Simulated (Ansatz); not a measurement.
# NaSmSe2: which shell does photoemission see at 21.2 and 250 eV? (LDA)

The valence band of NaSmSe2 mixes several shells. Work out by hand which one leads the spectrum's area at each photon energy.

Filled states come from the projected DOS of Ansatz 0.2.0 (LDA+U, plane waves); cross sections σ and asymmetry parameters β are those of free atoms in a Dirac–Hartree–Slater calculation. A shell's area is states × σ × angular factor, which is 1 − β·P₂(cos θ)/2 for unpolarised light, with θ = 54.7° from the beam and P₂ = 0.001.

**At 21.2 eV** (states counted from 10.2 eV below the zero; other shells add 0.041 to the products' sum of 24.8):

```
shell  filled states a cell  cross section (Mb an electron)     β  angular factor  product  share by hand (%)  share in the simulated spectrum (%)
Sm 5d                  1.69                            2.67  0.68            1.00     4.51                 18                                   18
Sm 4f                  5.21                           0.243  1.45            1.00     1.27                  5                                    5
Se 4p                  9.30                            2.04  1.83            1.00       19                 77                                   77
Na 2p                  0.00                               0  0.00            1.00        0                  0                                    0
```

**At 250 eV** (states counted from 24.4 eV below the zero; other shells add 0.18 to the products' sum of 2.48):

```
shell  filled states a cell  cross section (Mb an electron)     β  angular factor  product  share by hand (%)  share in the simulated spectrum (%)
Sm 5d                  2.06                         0.00556  0.19            1.00   0.0115                  0                                    0
Sm 4f                  5.22                           0.298  0.65            1.00     1.55                 63                                   63
Se 4p                  9.39                          0.0136  1.43            1.00    0.128                  5                                    5
Na 2p                  5.99                           0.101  1.47            1.00    0.605                 24                                   24
```

Se 4p leads at 21.2 eV and Sm 4f at 250 eV. Between the two energies σ of Se 4p changes by a factor 0.0067 and that of Sm 4f by 1.2, so their ratio moves 184-fold in favour of the second. The simulated spectrum uses the same rule on the energy-resolved DOS, so the two share columns agree within a few points.

Only crystals where the two columns agree within 4 points and the lead is clear are worked in this form. Free-atom cross sections ignore the solid's final states, no escape depth or background enters, and the count of states a shell hangs on the projection.

[Logs are printed without paths, hosts, clocks, repeated set-up lines and the standing remarks that a program may print on its own settings, such as how far it seeks lower states.]
